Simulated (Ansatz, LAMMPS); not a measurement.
# Squeezing and shearing glassy 63SiO2-14B2O3-11Na2O-11CaO (mol %) (111 atoms), part 2 of 5

Aim: relax glassy 63SiO2-14B2O3-11Na2O-11CaO (mol %) (111 atoms), then change its volume and shape to read moduli from the stress.

Ansatz 0.2.0; Kohn-Sham DFT, PBEsol, PAW (set soft_2), plane waves.

The cell: 22 Si, 10 B, 8 Na, 4 Ca and 67 O. The quench rate of 10 K/ps far exceeds what a furnace or splat quench reaches. The starting topology of bonds comes from the classical model. Sampling is at Γ alone.

So far. Step 2 (Single point at the start): The r.m.s. force at the start is 1.1 eV/Å.

**3. Cell and atoms relaxed**

Cell and atoms are freed together, to release stress as well as forces.

The input, input.yaml:

```yaml
crystal:
  lattice:
    - [11.08857, 0.0, 0.0]
    - [0.0, 11.08857, 0.0]
    - [0.0, 0.0, 11.08857]
  atoms:
    [... the 111 atom lines of step 2 ...]
kpoints:
  mp_grid: { grid: [1, 1, 1] }
hamiltonian:
  xc: pbesol
scf:
  occupations: { method: gaussian, width: 0.025 }
output:
  forces: true
relax:
  f_tol: 0.05
  max_steps: 150
  cell: {}
```

Started as:

```bash
> ansatz run input.yaml --threads 4 --pin off --max-ram 8192MiB --backend cpu --events-out ev --progress --plain --runs-dir out
```

Output:

```text
[...]
Crystal: 111 atoms, lattice volume = 1363.410 Å³
Basis set: ecut = 420 eV, 26745 PW (Γ), exchange–correlation on 150×150×150 points (8 copies of the dense FFT grid, shifted against one another)
Bands: 427, of which v1, the nominal top of the filled ones, is band 316 counted from 1 (315 counted from 0)
Symmetry: 1 space group operations
[...]
k-points: 1
[...]
SCF iter   1: F=—  HF=-71867.108758 eV  |F-HF|=—  |Δ(HF+E_count)|=         —  Δρ=1.18e-2  dr2=1.60e0  ethr=1.77e-3  ⟨swp⟩=7.0  Hψ=2067  notcnv=0  defer=96
[...]
SCF iter  10: F=-71866.630788 eV  HF=-71866.630788 eV  |F-HF|=1.34e-7  |Δ(HF+E_count)|=   6.12e-7  Δρ=2.40e-6  dr2=9.70e-8  ethr=1.58e-11  ⟨swp⟩=2.0  Hψ=1371  notcnv=0
SCF 1 converged in 10 iterations: F = -71866.630788 eV  dr2 = 9.70e-8
[...]
relax step   1: F+E_penalty+E_count = -71866.63078785 eV  Δ(F+E_penalty+E_count) = +0.000e0 eV  max|allowed force component| = 4.299e0 eV/Å  Δτ_max = 0.0000 Å  P = -3.090 GPa  Ω = 1363.410 Å³  (10 SCF iters, dr2 threshold 1.00e-7 eV, accepted)
[... from here on, the SCF cycles and remarks between the steps are left out ...]
relax step   2: F+E_penalty+E_count = -71872.51451875 eV  Δ(F+E_penalty+E_count) = -5.884e0 eV  max|allowed force component| = 2.729e0 eV/Å  Δτ_max = 0.1948 Å  P = -1.400 GPa  Ω = 1341.133 Å³  energy of the carried Pulay correction = +8.432e-2 eV  (8 SCF iters, dr2 threshold 1.11e-5 eV, accepted)
relax step   3: F+E_penalty+E_count = -71875.63018396 eV  Δ(F+E_penalty+E_count) = -3.116e0 eV  max|allowed force component| = 1.307e0 eV/Å  Δτ_max = 0.1951 Å  P = +0.504 GPa  Ω = 1321.776 Å³  energy of the carried Pulay correction = +1.587e-1 eV  (8 SCF iters, dr2 threshold 1.11e-5 eV, accepted)
relax step   4: F+E_penalty+E_count = -71876.53660159 eV  Δ(F+E_penalty+E_count) = -9.064e-1 eV  max|allowed force component| = 7.007e-1 eV/Å  Δτ_max = 0.1948 Å  P = +0.157 GPa  Ω = 1328.186 Å³  energy of the carried Pulay correction = +1.340e-1 eV  (7 SCF iters, dr2 threshold 1.11e-5 eV, accepted)
relax step   5: F+E_penalty+E_count = -71877.01591243 eV  Δ(F+E_penalty+E_count) = -4.793e-1 eV  max|allowed force component| = 4.364e-1 eV/Å  Δτ_max = 0.1938 Å  P = -0.001 GPa  Ω = 1333.733 Å³  energy of the carried Pulay correction = +1.126e-1 eV  (7 SCF iters, dr2 threshold 1.11e-5 eV, accepted)
relax step   6: F+E_penalty+E_count = -71877.32469153 eV  Δ(F+E_penalty+E_count) = -3.088e-1 eV  max|allowed force component| = 3.689e-1 eV/Å  Δτ_max = 0.1954 Å  P = -0.186 GPa  Ω = 1343.692 Å³  energy of the carried Pulay correction = +7.456e-2 eV  (7 SCF iters, dr2 threshold 1.11e-5 eV, accepted)
relax step   7: F+E_penalty+E_count = -71877.56871042 eV  Δ(F+E_penalty+E_count) = -2.440e-1 eV  max|allowed force component| = 4.267e-1 eV/Å  Δτ_max = 0.1959 Å  P = -0.300 GPa  Ω = 1350.897 Å³  energy of the carried Pulay correction = +4.719e-2 eV  (7 SCF iters, dr2 threshold 8.51e-6 eV, accepted)
relax step   8: F+E_penalty+E_count = -71877.77452054 eV  Δ(F+E_penalty+E_count) = -2.058e-1 eV  max|allowed force component| = 3.875e-1 eV/Å  Δτ_max = 0.1950 Å  P = -0.090 GPa  Ω = 1353.976 Å³  energy of the carried Pulay correction = +3.554e-2 eV  (7 SCF iters, dr2 threshold 1.11e-5 eV, accepted)
relax step   9: F+E_penalty+E_count = -71877.91755773 eV  Δ(F+E_penalty+E_count) = -1.430e-1 eV  max|allowed force component| = 3.435e-1 eV/Å  Δτ_max = 0.1950 Å  P = +0.018 GPa  Ω = 1355.592 Å³  energy of the carried Pulay correction = +2.943e-2 eV  (7 SCF iters, dr2 threshold 9.39e-6 eV, accepted)
relax step  10: F+E_penalty+E_count = -71878.05375331 eV  Δ(F+E_penalty+E_count) = -1.362e-1 eV  max|allowed force component| = 2.904e-1 eV/Å  Δτ_max = 0.1926 Å  P = +0.015 GPa  Ω = 1357.119 Å³  energy of the carried Pulay correction = +2.367e-2 eV  (7 SCF iters, dr2 threshold 7.38e-6 eV, accepted)
relax step  11: F+E_penalty+E_count = -71878.18081759 eV  Δ(F+E_penalty+E_count) = -1.271e-1 eV  max|allowed force component| = 2.141e-1 eV/Å  Δτ_max = 0.1952 Å  P = -0.012 GPa  Ω = 1357.356 Å³  energy of the carried Pulay correction = +2.278e-2 eV  (7 SCF iters, dr2 threshold 5.27e-6 eV, accepted)
relax step  12: F+E_penalty+E_count = -71878.29782558 eV  Δ(F+E_penalty+E_count) = -1.170e-1 eV  max|allowed force component| = 1.510e-1 eV/Å  Δτ_max = 0.1926 Å  P = -0.005 GPa  Ω = 1356.870 Å³  energy of the carried Pulay correction = +2.461e-2 eV  (7 SCF iters, dr2 threshold 2.86e-6 eV, accepted)
relax step  13: F+E_penalty+E_count = -71878.40973089 eV  Δ(F+E_penalty+E_count) = -1.119e-1 eV  max|allowed force component| = 2.676e-1 eV/Å  Δτ_max = 0.1952 Å  P = -0.085 GPa  Ω = 1357.427 Å³  energy of the carried Pulay correction = +2.251e-2 eV  (8 SCF iters, dr2 threshold 1.43e-6 eV, accepted)
relax step  14: F+E_penalty+E_count = -71878.51666889 eV  Δ(F+E_penalty+E_count) = -1.069e-1 eV  max|allowed force component| = 2.729e-1 eV/Å  Δτ_max = 0.2000 Å  P = -0.084 GPa  Ω = 1360.053 Å³  energy of the carried Pulay correction = +1.262e-2 eV  (8 SCF iters, dr2 threshold 4.47e-6 eV, accepted)
[...]
relax step  32: F+E_penalty+E_count = -71879.23340951 eV  Δ(F+E_penalty+E_count) = -4.634e-3 eV  max|allowed force component| = 2.624e-2 eV/Å  Δτ_max = 0.0501 Å  P = -0.028 GPa  Ω = 1365.891 Å³  energy of the carried Pulay correction = -9.302e-3 eV  (10 SCF iters, accepted)
relax step  33: F+E_penalty+E_count = -71879.49187329 eV  Δ(F+E_penalty+E_count) = -2.585e-1 eV  max|allowed force component| = 2.600e-2 eV/Å  Δτ_max = 0.0000 Å  P = +0.236 GPa  Ω = 1365.891 Å³  stress off target by 9.24e-1 GPa  SCF on the basis re-selected at this cell (its energy is not comparable with the rows above)  (9 SCF iters)
relax step  34: F+E_penalty+E_count = -71879.50874657 eV  Δ(F+E_penalty+E_count) = -1.687e-2 eV  max|allowed force component| = 8.745e-2 eV/Å  Δτ_max = 0.0229 Å  P = +0.023 GPa  Ω = 1370.117 Å³  energy of the carried Pulay correction = -1.687e-2 eV  (7 SCF iters, dr2 threshold 2.13e-6 eV, accepted)
relax step  35: F+E_penalty+E_count = -71879.44913450 eV  Δ(F+E_penalty+E_count) = +5.961e-2 eV  max|allowed force component| = 3.706e-1 eV/Å  Δτ_max = 0.1500 Å  P = +0.073 GPa  Ω = 1370.726 Å³  energy of the carried Pulay correction = -1.939e-2 eV  (9 SCF iters, dr2 threshold 4.78e-7 eV, rejected (line search))
relax step  36: F+E_penalty+E_count = -71879.51616621 eV  Δ(F+E_penalty+E_count) = -7.420e-3 eV  max|allowed force component| = 1.147e-1 eV/Å  Δτ_max = 0.0381 Å  P = -0.017 GPa  Ω = 1371.033 Å³  energy of the carried Pulay correction = -2.057e-2 eV  (12 SCF iters, accepted)
relax step  37: F+E_penalty+E_count = -71879.49893929 eV  Δ(F+E_penalty+E_count) = +1.723e-2 eV  max|allowed force component| = 2.485e-1 eV/Å  Δτ_max = 0.0750 Å  P = +0.031 GPa  Ω = 1371.112 Å³  energy of the carried Pulay correction = -2.086e-2 eV  (7 SCF iters, dr2 threshold 8.23e-7 eV, rejected (line search))
relax step  38: F+E_penalty+E_count = -71879.51676736 eV  Δ(F+E_penalty+E_count) = -6.011e-4 eV  max|allowed force component| = 1.181e-1 eV/Å  Δτ_max = 0.0190 Å  P = -0.006 GPa  Ω = 1371.314 Å³  energy of the carried Pulay correction = -2.169e-2 eV  (11 SCF iters, accepted)
relax step  39: F+E_penalty+E_count = -71879.51329897 eV  Δ(F+E_penalty+E_count) = +3.468e-3 eV  max|allowed force component| = 8.492e-2 eV/Å  Δτ_max = 0.0375 Å  P = -0.000 GPa  Ω = 1371.467 Å³  energy of the carried Pulay correction = -2.233e-2 eV  (7 SCF iters, dr2 threshold 8.72e-7 eV, rejected (line search))
relax step  40: F+E_penalty+E_count = -71879.51812634 eV  Δ(F+E_penalty+E_count) = -1.359e-3 eV  max|allowed force component| = 1.623e-2 eV/Å  Δτ_max = 0.0096 Å  P = +0.002 GPa  Ω = 1371.379 Å³  energy of the carried Pulay correction = -2.196e-2 eV  (10 SCF iters, accepted)
relax step  41: F+E_penalty+E_count = -71879.54368402 eV  Δ(F+E_penalty+E_count) = -2.556e-2 eV  max|allowed force component| = 1.589e-2 eV/Å  Δτ_max = 0.0000 Å  P = +0.012 GPa  Ω = 1371.379 Å³  stress off target by 1.01e-1 GPa  SCF on the basis re-selected at this cell (its energy is not comparable with the rows above)  (6 SCF iters)
relax step  42: F+E_penalty+E_count = -71879.54365780 eV  Δ(F+E_penalty+E_count) = +2.623e-5 eV  max|allowed force component| = 2.792e-2 eV/Å  Δτ_max = 0.0188 Å  P = -0.010 GPa  Ω = 1371.442 Å³  energy of the carried Pulay correction = -1.643e-4 eV  (8 SCF iters, dr2 threshold 2.53e-8 eV, accepted)
relax step  43: F+E_penalty+E_count = -71879.54415371 eV  Δ(F+E_penalty+E_count) = -4.959e-4 eV  max|allowed force component| = 1.627e-2 eV/Å  Δτ_max = 0.0091 Å  P = -0.000 GPa  Ω = 1371.514 Å³  energy of the carried Pulay correction = -4.880e-4 eV  (8 SCF iters, dr2 threshold 8.84e-9 eV, accepted)
relax step  44: F+E_penalty+E_count = -71879.54669131 eV  Δ(F+E_penalty+E_count) = -2.538e-3 eV  max|allowed force component| = 1.633e-2 eV/Å  Δτ_max = 0.0000 Å  P = +0.000 GPa  Ω = 1371.514 Å³  stress off target by 1.36e-2 GPa  SCF on the basis re-selected at this cell (its energy is not comparable with the rows above)  (6 SCF iters)
[...]
SCF converged after 6 iterations
Free energy (F): -71879.546691 eV
[...]
Internal energy: -71879.546691 eV  (E = F + TS)
E sigma→0 (E₀):  -71879.546691 eV
Fermi energy:    5.829366 eV
[...]
--- Forces (eV/Å), atoms counted from 1 ---
  atom   1  Si     0.00328117    -0.00699485     0.00160858
  atom   2  Si    -0.00322677    -0.00299301     0.00200794
  atom   3  Si     0.00151171    -0.00138252     0.00181648
  atom   4  Si    -0.00045353    -0.00347435    -0.00015516
  atom   5  Si     0.00623833    -0.00299264     0.00523488
  atom   6  Si     0.00208375    -0.00422175     0.00009903
  atom   7  Si     0.00169964     0.00532338     0.00107030
  atom   8  Si     0.00054306    -0.00195066    -0.00287704
  atom   9  Si     0.00267654     0.00042915    -0.00180125
  atom  10  Si     0.00284620     0.00296536    -0.00082004
  atom  11  Si     0.00085278    -0.00018824     0.00275212
  atom  12  Si    -0.00178621    -0.00442703    -0.00523068
  atom  13  Si    -0.00095475    -0.01633105     0.00019244
  atom  14  Si    -0.00179770     0.00260771    -0.00127181
[...]
atom 110  O      0.00483969     0.00130828     0.00020720
  atom 111  O      0.00036936    -0.00036004    -0.00119110
  max |Σ_I F_I| component: 1.68e-5 eV/Å
--- Stress (GPa, compression-positive) ---
        0.005114       0.005942       0.007831
        0.005941      -0.003921       0.004256
        0.007832       0.004259      -0.000801
  P = ⅓ Tr σ = 0.0001 GPa (0.001 kbar)
--- Relaxed structure (41 steps of the walk, 35 accepted, 3 SCFs on fresh bases) ---
  F+E_penalty+E_count = -71879.54669131 eV   max|allowed force component| = 1.633e-2 eV/Å   (the final SCF, on the basis selected at the relaxed cell)
  cell:  # Å, volume = 1371.5144 Å³
    - [11.364376, 0.498264, 0.442785]
    - [0.498264, 10.775965, 0.102916]
    - [0.442785, 0.102916, 11.240151]
  atoms:
    - { symbol: Si, position: [0.874472, 0.953870, 0.082159] }
    - { symbol: Si, position: [0.673729, 0.072411, 0.675333] }
    - { symbol: Si, position: [0.736612, 0.561496, 0.283669] }
    - { symbol: Si, position: [0.257633, 0.118598, 0.115237] }
[...]
- { symbol: O, position: [0.361892, 0.686886, 0.782282] }
```

Elapsed: 7.1 min, on 4 threads of Intel Xeon Platinum 8559C (Emerald Rapids), shared host; peak memory 2 GiB.

The relaxation converged after 41 steps, with a largest force component of 0.016 eV/Å.

(Continued in part 3 of 5.)

[Long decimals in the printed logs are rounded to 6 places.]

[Logs are printed without paths, hosts, clocks, repeated set-up lines and the standing remarks that a program may print on its own settings, such as how far it seeks lower states.]

[Hosts, paths, dates, database ids (printed as entryN), source tags and the programs' standing remarks are cut or masked in the printed files.]
